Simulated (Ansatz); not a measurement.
```
LiNbO3 (R3c): spin-orbit coupling beyond the local functionals
1.0
     2.57580    1.48714    4.62300
    -2.57580    1.48714    4.62300
     0.00000   -2.97428    4.62300
Li Nb O
2 2 6
Direct
  0.28150 0.28150 0.28150
  0.78150 0.78150 0.78150
  0.00006 0.00006 0.00006
  0.50006 0.50006 0.50006
  0.11231 0.35836 0.71959
  0.71959 0.11231 0.35836
  0.35836 0.71959 0.11231
  0.21959 0.85836 0.61231
  0.85836 0.61231 0.21959
  0.61231 0.21959 0.85836
# method: DFT, HSE06 with spin-orbit coupling, plane waves, PAW (and 1 further level or step)
# program: Ansatz 0.2.0
# settings of one run: cutoff 420 eV, 4×4×4 k-mesh, default PAW, PAW set soft 2
# cost: 2 runs, 2.6 min in all on 1 × NVIDIA H100 80GB HBM3 (shared by 6 runs) with 3 threads of AMD EPYC 7R13 (Zen 3), shared host (the runs of this entry)
# notes: The cell and positions come from the Crystallography Open Database and are kept as given unless a step says otherwise.
# HSE06: 5.03 eV
# HSE06+SOC: 4.99 eV
```

[Paths, hosts, dates, memory and timing lines, banners, echoed tables and standing remarks are left out of the program output.]

[Logs are printed without paths, hosts, clocks, repeated set-up lines and the standing remarks that a program may print on its own settings, such as how far it seeks lower states.]

[Runs of the session that timed out or met a known fault of the program may be left out.]

[Cells called generated may have been cut or substituted from an entry of the Crystallography Open Database or the Materials Project.]

[Hosts, paths, dates, database ids (printed as entryN), source tags and the programs' standing remarks are cut or masked in the printed files.]
